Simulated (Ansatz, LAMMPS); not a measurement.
# Amorphous carbon (220 atoms): geometry optimisation

Aim: bring amorphous carbon (220 atoms) to a nearby minimum of the energy and see what moves.

Method: Kohn-Sham DFT, PBE, PAW (set soft_2), plane waves, in Ansatz 0.2.0.

Most raw output is cut from this account.

## Step 1: The structure

The cell holds 220 atoms: 220 C. Cell: a = 11.455 Å, b = 11.455 Å, c = 11.455 Å, α = 90.0°, β = 90.0°, γ = 90.0°. 220 atoms (220 C) placed at random at 2.92 g/cm³, melted at 6000 K for 10 ps at fixed volume with the Tersoff potential (Tersoff, Phys. Rev. B 39, 5566 (1989)). Quenched from 6000 K to 300 K at 100 K/ps and fixed volume, held 5 ps, then minimised at fixed cell.

What the set-up can't give: The quench rate of 100 K/ps is orders of magnitude faster than experiment, which tends to freeze in extra defects. The starting topology of bonds comes from the classical model. Sampling is at Γ alone, for a cell whose shortest periodic width is 11 Å.

## Step 2: The classical run that made the cell

A classical potential supplies the starting structure, since it reaches far longer times than DFT.

This step: classical MD, Tersoff potential (Tersoff, Phys. Rev. B 39, 5566 (1989)) (LAMMPS 22 Jul 2025 - Update 4).

in.lmp

```
# melt-quench of C220
units metal
atom_style atomic
boundary p p p
region box block 0 11.4553 0 11.4553 0 11.4553
create_box 1 box
mass 1 12.0110   # C
create_atoms 1 random 220 710519 NULL overlap 1.37 maxtry 2000
pair_style tersoff
pair_coeff * * SiCGe.tersoff C
neigh_modify delay 0 every 1 check yes
thermo_style custom step time temp pe press density
thermo_modify norm yes
timestep 0.0005
thermo 100
min_style cg
minimize 1e-4 1e-4 200 2000
reset_timestep 0
velocity all create 6000 710520 mom yes dist gaussian
fix lim all nve/limit 0.05
fix lan all langevin 6000 6000 0.05 710521 zero yes
thermo 500
run 1000 post no
unfix lim
unfix lan
thermo 3333
fix md all nvt temp 6000 6000 0.05
run 20000 post no
unfix md
thermo 11400
fix md all nvt temp 6000 300 0.05
run 114000 post no
unfix md
thermo 5000
fix md all nvt temp 300 300 0.05
run 10000 post no
unfix md
thermo 100
min_style cg
minimize 0 1e-3 2000 20000
write_dump all custom glass.dump id type xs ys zs modify sort id
```

The run is started by

```bash
lmp -in in.lmp -log none -nocite
```

The job ended after 33 s (1 thread of Arm Neoverse V2, shared host; peak memory 0.072 GiB).

## Step 3: Single point at the start

A single point comes first, to see the forces before anything moves.

input.yaml

```yaml
crystal:
  lattice:
    - [11.4553, 0.0, 0.0]
    - [0.0, 11.4553, 0.0]
    - [0.0, 0.0, 11.4553]
  atoms:
    - { symbol: C, position: [0.19132, 0.93609, 0.59666] }
    - { symbol: C, position: [0.61259, 0.21159, 0.4017] }
    - { symbol: C, position: [0.74335, 0.95425, 0.80344] }
    - { symbol: C, position: [0.9331, 0.73611, 0.67499] }
    - { symbol: C, position: [0.07262, 0.39188, 0.4438] }
    - { symbol: C, position: [0.66913, 0.60376, 0.33143] }
    - { symbol: C, position: [0.70943, 0.07623, 0.82599] }
    - { symbol: C, position: [0.05256, 0.5239, 0.47753] }
    - { symbol: C, position: [0.51146, 0.89871, 0.12883] }
    - { symbol: C, position: [0.91965, 0.53692, 0.29084] }
    - { symbol: C, position: [0.34155, 0.96491, 0.38219] }
    - { symbol: C, position: [0.93302, 0.87397, 0.88907] }
    - { symbol: C, position: [0.93478, 0.52186, 0.4181] }
    - { symbol: C, position: [0.92719, 0.70095, 0.15096] }
    - { symbol: C, position: [0.53188, 0.99129, 0.6755] }
    - { symbol: C, position: [0.05586, 0.08571, 0.65024] }
    - { symbol: C, position: [0.22544, 0.663, 0.89903] }
    - { symbol: C, position: [0.04533, 0.88339, 0.36177] }
    - { symbol: C, position: [0.08452, 0.74414, 0.51331] }
    - { symbol: C, position: [0.66686, 0.49229, 0.72951] }
    - { symbol: C, position: [0.01412, 0.62691, 0.84241] }
    - { symbol: C, position: [0.52264, 0.10513, 0.92839] }
    - { symbol: C, position: [0.74722, 0.6068, 0.00869] }
    - { symbol: C, position: [0.67526, 0.23918, 0.96041] }
    - { symbol: C, position: [0.49336, 0.61338, 0.57092] }
    - { symbol: C, position: [0.57245, 0.91638, 0.0148] }
    - { symbol: C, position: [0.42182, 0.38038, 0.76413] }
    - { symbol: C, position: [0.26615, 0.37612, 0.55064] }
    - { symbol: C, position: [0.47683, 0.11168, 0.2572] }
    - { symbol: C, position: [0.75664, 0.9267, 0.68209] }
    - { symbol: C, position: [0.3032, 0.30357, 0.24125] }
    - { symbol: C, position: [0.41907, 0.18532, 0.53851] }
    [... 182 atom lines left out ...]
    - { symbol: C, position: [0.58142, 0.42268, 0.029] }
    - { symbol: C, position: [0.12288, 0.05392, 0.77221] }
    - { symbol: C, position: [0.38872, 0.55056, 0.62326] }
    - { symbol: C, position: [0.66949, 0.35977, 0.70449] }
    - { symbol: C, position: [0.55818, 0.79762, 0.18847] }
    - { symbol: C, position: [0.65555, 0.47224, 0.3461] }
kpoints:
  mp_grid: { grid: [1, 1, 1] }
hamiltonian:
  xc: pbe
scf:
  occupations: { method: gaussian, width: 0.05 }
output:
  forces: true
  stress: true
  populations: true
  dos:
    method: { smearing: { sigma: 0.1 } }
    de: 0.1
    projected: { site_lists: { C: [C] } }
  eigenvalues: true
```

The run is started by

```bash
ansatz run input.yaml --threads 4 --pin off --max-ram 8192MiB --backend cpu --events-out ev --progress --plain --runs-dir out
```

The job ended after 44 s (4 threads of Arm Neoverse V2, shared host; peak memory 2.6 GiB).

The run gave:

- free energy: -54994.3801 eV
- free energy per atom: -249.9745 eV/atom
- SCF cycles: 9
- pressure: -1.45 GPa
- r.m.s. force component: 1.263 eV/Å
- longest force: 4.967 eV/Å
- Fermi energy: 10.81 eV
- levels partly filled by over 2 per cent: 4
- spilling of the projection: 0.00635

The r.m.s. force component of 1.3 eV/Å and the pressure of -1.5 GPa set the starting point.

Neighbours are counted within 1.85 Å (C-C).

Length of the force by element and coordination:

| element | coordination | atoms | mean length of the force (eV/Å) | spread | least | most |
| --- | --- | --- | --- | --- | --- | --- |
| C | all | 220 | 1.98 | 0.935 | 0.342 | 4.97 |
| C | 3 | 160 | 2.21 | 0.944 | 0.343 | 4.97 |
| C | 4 | 60 | 1.37 | 0.556 | 0.342 | 3.32 |

## Step 4: Relaxation

With the cell held, the atoms are moved downhill towards a nearby minimum.

input.yaml, the sections that differ from step 3:

```yaml
output:
  forces: true
relax:
  f_tol: 0.05
  max_steps: 198
# crystal, kpoints, hamiltonian, scf: as in step 3
```

Run time: 15 min. Hardware: 4 threads; peak memory 2.6 GiB; 58 min of CPU time.

The steps of the relaxation (22 of 50):

| step | energy less that of the first step (eV) | largest force component (eV/Å) |
| --- | --- | --- |
| 1 | 0.0000 | 3.9860 |
| 3 | -23.9712 | 2.9071 |
| 6 | -35.0315 | 1.8162 |
| 8 | -39.7773 | 2.6024 |
| 10 | -42.3853 | 1.3055 |
| 13 | -45.1231 | 1.0626 |
| 15 | -46.3950 | 1.3669 |
| 17 | -47.1123 | 1.2364 |
| 20 | -47.6230 | 1.3752 |
| 22 | -48.2060 | 0.8218 |
| 24 | -48.5832 | 1.8028 |
| 27 | -48.7565 | 4.3234 |
| 29 | -49.1263 | 0.5963 |
| 31 | -49.1772 | 0.2999 |
| 34 | -49.5960 | 0.7628 |
| 36 | -49.7258 | 0.6746 |
| 38 | -49.8537 | 0.3781 |
| 41 | -49.8902 | 0.2266 |
| 43 | -49.9286 | 0.3241 |
| 45 | -49.9737 | 0.1238 |
| 48 | -49.9778 | 0.0685 |
| 50 | -49.9787 | 0.0237 |

Relaxation steps 27, 42, 47, 49 were tried and not accepted.

The atoms that moved most (Å):

| atom | dx | dy | dz | length |
| --- | --- | --- | --- | --- |
| C5 | 0.310 | -0.753 | 0.060 | 0.816 |
| C80 | -0.427 | -0.576 | -0.021 | 0.717 |
| C86 | 0.064 | -0.145 | -0.695 | 0.713 |
| C191 | -0.096 | -0.273 | -0.641 | 0.704 |
| C215 | 0.136 | 0.314 | -0.609 | 0.698 |
| C109 | 0.067 | -0.169 | -0.603 | 0.630 |
| C184 | 0.395 | -0.331 | -0.337 | 0.615 |
| C114 | -0.470 | -0.297 | 0.242 | 0.606 |

The relaxation changed the energy by -227 meV/atom, and atoms moved by 0.34 Å r.m.s., 0.82 Å at most.

## Step 5: Local order after relaxation

Bonds before and after, by the cutoffs listed below:

| pair | bonds before | bonds after | mean before (Å) | mean after (Å) | spread before (Å) | spread after (Å) |
| --- | --- | --- | --- | --- | --- | --- |
| C-C | 360 | 395 | 1.504 | 1.543 | 0.059 | 0.089 |

Density 2.92 g/cm³, 6.833 Å³ an atom.

Pair distribution function in bins of 0.2 Å:

| r (Å) | total |
| --- | --- |
| 1.30 | 0.38 |
| 1.50 | 2.94 |
| 1.70 | 0.81 |
| 1.90 | 0.02 |
| 2.10 | 0.08 |
| 2.30 | 0.60 |
| 2.50 | 2.06 |
| 2.70 | 1.50 |
| 2.90 | 1.07 |
| 3.10 | 0.88 |
| 3.30 | 0.82 |
| 3.50 | 0.85 |
| 3.70 | 1.11 |
| 3.90 | 1.06 |
| 4.10 | 0.87 |
| 4.30 | 0.97 |
| 4.50 | 0.97 |
| 4.70 | 1.02 |
| 4.90 | 1.08 |
| 5.10 | 1.05 |
| 5.30 | 0.97 |
| 5.50 | 0.97 |

Bonds by pair of elements; cutoffs follow the first minimum of g(r), held within bounds set by covalent radii, and pairs that aren't listed don't count as bonded:

| pair A-B | cutoff (Å) | bonds | mean length (Å) | spread (Å) | shortest (Å) | B about A | A about B |
| --- | --- | --- | --- | --- | --- | --- | --- |
| C-C | 1.85 | 395 | 1.54 | 0.089 | 1.32 | 3.59 | 3.59 |

How many atoms have how many bonded neighbours:

| element | mean | 3 | 4 |
| --- | --- | --- | --- |
| C | 3.59 | 90 | 130 |

Bond angles, per cent of each kind in bins of 5°:

| angle (°) | C-C-C |
| --- | --- |
| 50–55 | 0.2 |
| 55–60 | 0.2 |
| 60–65 | 0.4 |
| 65–70 | 0.0 |
| 70–75 | 0.1 |
| 75–80 | 0.2 |
| 80–85 | 1.2 |
| 85–90 | 1.7 |
| 90–95 | 2.0 |
| 95–100 | 5.7 |
| 100–105 | 14.7 |
| 105–110 | 16.5 |
| 110–115 | 19.0 |
| 115–120 | 17.5 |
| 120–125 | 11.0 |
| 125–130 | 6.0 |
| 130–135 | 2.7 |
| 135–140 | 0.7 |
| 140–145 | 0.2 |
| 145–150 | 0.2 |

Bond angles (no mean is given where the spread exceeds 20°):

| angle | count | mean (°) | spread (°) |
| --- | --- | --- | --- |
| C-C-C | 1050 | 111 | 11.5 |

Bond length by coordination (bonds to H left out):

| element | coordination | atoms | mean bond length (Å) |
| --- | --- | --- | --- |
| C | 3 | 90 | 1.48 |
| C | 4 | 130 | 1.58 |

Rings of the network by King's shortest-path rule, up to 12 atoms, one path for each pair of neighbours; H, halogens, alkali and alkaline-earth atoms are left out, and the last column divides by all other atoms, bonded or not:

| ring size (atoms) | rings | per network atom |
| --- | --- | --- |
| 3 | 3 | 0.014 |
| 4 | 9 | 0.041 |
| 5 | 44 | 0.2 |
| 6 | 105 | 0.477 |
| 7 | 85 | 0.386 |
| 8 | 42 | 0.191 |
| 9 | 21 | 0.095 |
| 10 | 6 | 0.027 |
| 11 | 5 | 0.023 |

Counting bonds as in the table, 59 % of C atoms have 4 bonded neighbours. The C-C-C angle averages 111° with a spread of 12°. Read as hybridisation, 59 % of the carbon is sp3 and 41 % sp2. Bonds at C atoms with 3 neighbours average 1.48 Å, against 1.58 Å at those with 4. Rings of 6 atoms are the most common (33 % of those counted); sizes run from 3 to 11.

## Step 6: Single point at the relaxed geometry

The electronic structure is read at the final geometry, in a run of its own.

input.yaml

```yaml
crystal:
  lattice:
    - [11.4553, 0.0, 0.0]
    - [0.0, 11.4553, 0.0]
    - [0.0, 0.0, 11.4553]
  atoms:
    - { symbol: C, position: [0.20916, 0.94643, 0.56533] }
    - { symbol: C, position: [0.60653, 0.21715, 0.37609] }
    - { symbol: C, position: [0.70935, 0.96233, 0.78835] }
    - { symbol: C, position: [0.93223, 0.77824, 0.6863] }
    - { symbol: C, position: [0.09964, 0.32614, 0.44903] }
    - { symbol: C, position: [0.6408, 0.59735, 0.3234] }
    - { symbol: C, position: [0.7261, 0.09186, 0.81534] }
    - { symbol: C, position: [0.02584, 0.55647, 0.48605] }
    - { symbol: C, position: [0.53624, 0.912, 0.12099] }
    - { symbol: C, position: [0.90868, 0.52705, 0.29808] }
    - { symbol: C, position: [0.36583, 0.95049, 0.37498] }
    - { symbol: C, position: [0.90232, 0.88864, 0.89157] }
    - { symbol: C, position: [0.92145, 0.51045, 0.42638] }
    - { symbol: C, position: [0.9278, 0.67033, 0.13888] }
    - { symbol: C, position: [0.54227, 0.99228, 0.66466] }
    - { symbol: C, position: [0.0635, 0.07779, 0.6681] }
    - { symbol: C, position: [0.2218, 0.65659, 0.889] }
    - { symbol: C, position: [0.05732, 0.90244, 0.35936] }
    - { symbol: C, position: [0.09465, 0.74149, 0.52374] }
    - { symbol: C, position: [0.62407, 0.48162, 0.73311] }
    - { symbol: C, position: [0.01058, 0.62457, 0.83384] }
    - { symbol: C, position: [0.52047, 0.10028, 0.91407] }
    - { symbol: C, position: [0.75486, 0.65257, 0.02896] }
    - { symbol: C, position: [0.66222, 0.2448, 0.97136] }
    - { symbol: C, position: [0.48897, 0.61816, 0.54709] }
    - { symbol: C, position: [0.55568, 0.89504, 0.98244] }
    - { symbol: C, position: [0.42915, 0.38872, 0.77889] }
    - { symbol: C, position: [0.27221, 0.38372, 0.5636] }
    - { symbol: C, position: [0.46188, 0.1228, 0.24572] }
    - { symbol: C, position: [0.7499, 0.95634, 0.66619] }
    - { symbol: C, position: [0.28943, 0.32467, 0.25085] }
    - { symbol: C, position: [0.41968, 0.19086, 0.53111] }
    [... 182 atom lines left out ...]
    - { symbol: C, position: [0.59328, 0.45008, 0.97585] }
    - { symbol: C, position: [0.14626, 0.03268, 0.77637] }
    - { symbol: C, position: [0.40438, 0.54871, 0.62409] }
    - { symbol: C, position: [0.66971, 0.32718, 0.69743] }
    - { symbol: C, position: [0.57739, 0.78566, 0.15076] }
    - { symbol: C, position: [0.64488, 0.4624, 0.33101] }
kpoints:
  mp_grid: { grid: [1, 1, 1] }
hamiltonian:
  xc: pbe
scf:
  occupations: { method: gaussian, width: 0.05 }
output:
  forces: true
  stress: true
  populations: true
  dos:
    method: { smearing: { sigma: 0.08 } }
    de: 0.1
    projected: { site_lists: { C: [C] } }
  eigenvalues: true
  write_density: true
  write_potential: true
  volumetric_format: npy
  elf: true
```

Run time: 49 s. Hardware: 4 threads; peak memory 2.6 GiB.

Numbers from this run:

```
free energy                             : -55044.3587 eV
free energy per atom                    : -250.2016 eV/atom
SCF cycles                              : 12
pressure                                : -7.176 GPa
r.m.s. force component                  : 0.00459 eV/Å
longest force                           : 0.03006 eV/Å
Fermi energy                            : 10.69 eV
levels partly filled by over 2 per cent : 2
spilling of the projection              : 0.00562
```

The mean of these charges, 0.022 e, is only the charge that the projection spills.

Löwdin charges by element and coordination (they lack the spilled electrons, 0.022 e an atom on average):

| element | coordination | atoms | mean charge (e) | spread | least | most |
| --- | --- | --- | --- | --- | --- | --- |
| C | all | 220 | 0.0225 | 0.0228 | -0.0639 | 0.0878 |
| C | 3 | 90 | 0.0116 | 0.0281 | -0.0639 | 0.0878 |
| C | 4 | 130 | 0.03 | 0.014 | -0.0175 | 0.0632 |

States in the cell by windows of 1 eV, zero at the Fermi level; the larger projections on atomic orbitals stand beside the total:

| from (eV) | to (eV) | total | C p | C s |
| --- | --- | --- | --- | --- |
| -14 | -13 | 33.3 | 17.1 | 16.0 |
| -13 | -12 | 37.6 | 22.6 | 14.7 |
| -12 | -11 | 41.6 | 27.8 | 13.6 |
| -11 | -10 | 39.7 | 29.0 | 10.4 |
| -10 | -9 | 48.1 | 38.6 | 9.2 |
| -9 | -8 | 53.2 | 45.3 | 7.6 |
| -8 | -7 | 64.9 | 57.5 | 7.1 |
| -7 | -6 | 69.3 | 63.1 | 6.0 |
| -6 | -5 | 76.6 | 71.4 | 5.0 |
| -5 | -4 | 73.1 | 68.9 | 3.9 |
| -4 | -3 | 60.7 | 57.8 | 2.7 |
| -3 | -2 | 41.8 | 39.7 | 1.9 |
| -2 | -1 | 30.7 | 29.0 | 1.4 |
| -1 | 0 | 21.7 | 20.2 | 1.2 |
| 0 | 1 | 15.4 | 13.9 | 1.2 |
| 1 | 2 | 20.5 | 18.3 | 1.6 |
| 2 | 3 | 31.6 | 27.0 | 3.4 |
| 3 | 4 | 28.7 | 23.1 | 4.1 |
| 4 | 5 | 41.8 | 30.0 | 8.8 |

The curve was stored every 0.10 eV, coarse against its broadening of 0.08 eV, so these counts are rough.

Between -22 and -14 eV lie 187 more states.

The levels nearest the highest filled one (over half full), pooled over k-points and spins:

| level less the highest filled one (eV) | occupation |
| --- | --- |
| -0.559 | 2 |
| -0.506 | 2 |
| -0.281 | 2 |
| -0.155 | 2 |
| -0.0498 | 1.97 |
| 0 | 1.59 |
| 0.0563 | 0.439 |
| 0.213 | 0 |
| 0.265 | 0 |
| 0.452 | 0 |
| 0.610 | 0 |
| 0.692 | 0 |

Valence density in the ab plane at fractional z = 0.026, with atoms of C within 0.2 Å of it. It is the smooth field of the valence electrons, not physical close to the nuclei.

Ten even steps from '0' (0.1 e/Å³) to '9' (2.0 e/Å³), each cell a mean:
```
026885100279730001211136520000000
013663100257520014653247520000000
001221000135421014653346631000000
000011100014663212321123542112442
100124310014897422211001343224873
100258731013675323564201232113552
000136520001221113797312353111221
000011100000000013796324786423321
000000000111100013542114788788741
000000001343111223321012333578730
001100002674213576310011000257520
001110012564224898532221000258631
110000011333334666556532122588852
211000100011222111234432356765532
344212211000000000011111378521111
588644543210000000000001489410001
587534566543321000001124799521002
774211233456753100001345778753234
862000011236676431001233234566678
751000012344346875200111001355456
432000025763124786200111012464212
232100014774101332100134435785201
123320001465310000000268877776210
025652100267520000000158853332100
```
Columns run along a (11.5 Å), rows up along b (11.5 Å). Atoms in or near the plane, at fractional coordinates: C at (0.75, 0.65), C at (0.49, 0.51), C at (0.88, 0.47), C at (0.99, 0.20), C at (0.10, 0.97), C at (0.88, 0.60), C at (0.77, 0.28), C at (0.58, 0.71), C at (0.71, 0.03), C at (0.48, 0.15), C at (0.84, 0.07), C at (0.05, 0.32), C at (0.39, 0.79).

ELF in the ab plane at fractional z = 0.026, with atoms of C within 0.2 Å of it. It is the smooth field of the valence electrons, not physical close to the nuclei.

Values, 13 rows by 16 columns, each cell a mean:
```
0.43 0.46 0.52 0.22 0.56 0.75 0.58 0.16 0.55 0.47 0.44 0.77 0.46 0.09 0.08 0.04
0.17 0.32 0.27 0.13 0.34 0.64 0.56 0.23 0.55 0.53 0.56 0.69 0.62 0.14 0.27 0.36
0.26 0.26 0.57 0.51 0.19 0.56 0.40 0.53 0.36 0.36 0.23 0.47 0.64 0.37 0.76 0.73
0.15 0.34 0.71 0.64 0.16 0.43 0.45 0.26 0.52 0.43 0.46 0.39 0.67 0.28 0.26 0.28
0.17 0.29 0.12 0.09 0.29 0.36 0.18 0.13 0.56 0.67 0.26 0.50 0.42 0.74 0.43 0.43
0.20 0.59 0.22 0.16 0.75 0.65 0.24 0.48 0.61 0.31 0.14 0.30 0.29 0.61 0.66 0.31
0.29 0.35 0.22 0.23 0.55 0.61 0.46 0.55 0.57 0.60 0.63 0.35 0.30 0.65 0.47 0.57
0.45 0.23 0.21 0.25 0.18 0.38 0.47 0.39 0.35 0.48 0.55 0.49 0.55 0.71 0.47 0.50
0.51 0.52 0.67 0.73 0.56 0.37 0.22 0.07 0.12 0.32 0.22 0.41 0.67 0.50 0.09 0.25
0.77 0.52 0.32 0.51 0.53 0.71 0.57 0.50 0.21 0.40 0.65 0.79 0.47 0.77 0.59 0.56
0.58 0.38 0.03 0.21 0.42 0.58 0.65 0.57 0.50 0.22 0.36 0.30 0.28 0.68 0.64 0.54
0.64 0.52 0.11 0.39 0.54 0.57 0.30 0.49 0.43 0.11 0.36 0.46 0.58 0.53 0.45 0.18
0.47 0.71 0.51 0.18 0.53 0.64 0.52 0.15 0.08 0.06 0.43 0.39 0.74 0.49 0.54 0.13
```
Columns run along a (11.5 Å), rows up along b (11.5 Å). Atoms in or near the plane, at fractional coordinates: C at (0.75, 0.65), C at (0.49, 0.51), C at (0.88, 0.47), C at (0.99, 0.20), C at (0.10, 0.97), C at (0.88, 0.60), C at (0.77, 0.28), C at (0.58, 0.71), C at (0.71, 0.03), C at (0.48, 0.15), C at (0.84, 0.07), C at (0.05, 0.32), C at (0.39, 0.79).

Löwdin charges run from -0.06 to +0.09 e, about a mean that is the spilled charge alone. Within 0.4 eV of the Fermi level the largest share is C p (93 % of the projected weight).

The surroundings of C177, whose charge lies farthest from its element's mean, nearest first, numbered as they follow in the input and with coordinates relative to it.

| atom | x | y | z | distance (Å) | bonds | Löwdin charge (e) |
| --- | --- | --- | --- | --- | --- | --- |
| C177 | 0.00 | 0.00 | 0.00 | 0.00 | 3 | -0.06 |
| C156 | -0.44 | -1.35 | -0.58 | 1.53 | 4 | 0.03 |
| C104 | 1.51 | 0.36 | 0.01 | 1.55 | 4 | 0.05 |
| C53 | -0.99 | 0.26 | 1.21 | 1.59 | 4 | 0.04 |
| C22 | 2.17 | -0.47 | 1.11 | 2.48 | 4 | 0.04 |
| C170 | -2.41 | -0.11 | 0.61 | 2.49 | 4 | 0.03 |
| C216 | -2.12 | -1.24 | -0.46 | 2.50 | 4 | 0.02 |
| C146 | 0.42 | -2.50 | 0.30 | 2.56 | 4 | -0.01 |
| C94 | -0.77 | 1.68 | 1.83 | 2.60 | 4 | 0.02 |
| C152 | -0.20 | -1.52 | -2.11 | 2.61 | 4 | 0.04 |

The column of bonds counts only the pairs C-C within 1.85 Å; other neighbours, such as metal atoms beside each other in a compound, aren't counted, and periodic images can show an atom twice.

## Step 7: Summary of results

* energy change in the relaxation: -227.2 meV/atom
* r.m.s. displacement: 0.336 Å
* largest displacement: 0.816 Å
* free energy per atom: -250.2016 eV/atom
* pressure: -7.176 GPa
* r.m.s. force component: 0.00459 eV/Å
* wall time of the 3 DFT runs: 16 min

What this shows: Relaxation lowers the energy by 227 meV/atom and moves atoms by 0.34 Å r.m.s.; the r.m.s. force component goes from 1.3 to 0.0046 eV/Å, the pressure goes from -1.5 to -7.2 GPa. By the final cutoffs 4 of 360 bonded pairs parted and 39 joined. From the first step to the last the energy fell by 49.979 eV, and the largest move was 0.82 Å (C5). The C-C bonds go from 1.504 Å (spread 0.059) to 1.543 Å (spread 0.089), and their number from 360 to 395. Counting bonds as in the table, 59 % of C atoms have 4 bonded neighbours. Read as hybridisation, 59 % of the carbon is sp3 and 41 % sp2. Counting bands leaves a spacing of only 0.056 eV (at Γ alone), which the smearing bridges: 2 levels are partly filled by over 2 %, so a gap, if any, is small at this level.

**Limits.** The network of bonds at the start is that of the classical potential that made the cell; in DFT 4 of its 360 bonded pairs passed out of the cutoffs and 39 came within them. The stress is far from hydrostatic: its diagonal is -2.1, -12.2, -7.3 GPa, compression counted positive. The pressure of -7.2 GPa means that a free cell would contract at this level.

[Logs are printed without paths, hosts, clocks, repeated set-up lines and the standing remarks that a program may print on its own settings, such as how far it seeks lower states.]

[Hosts, paths, dates, database ids (printed as entryN), source tags and the programs' standing remarks are cut or masked in the printed files.]
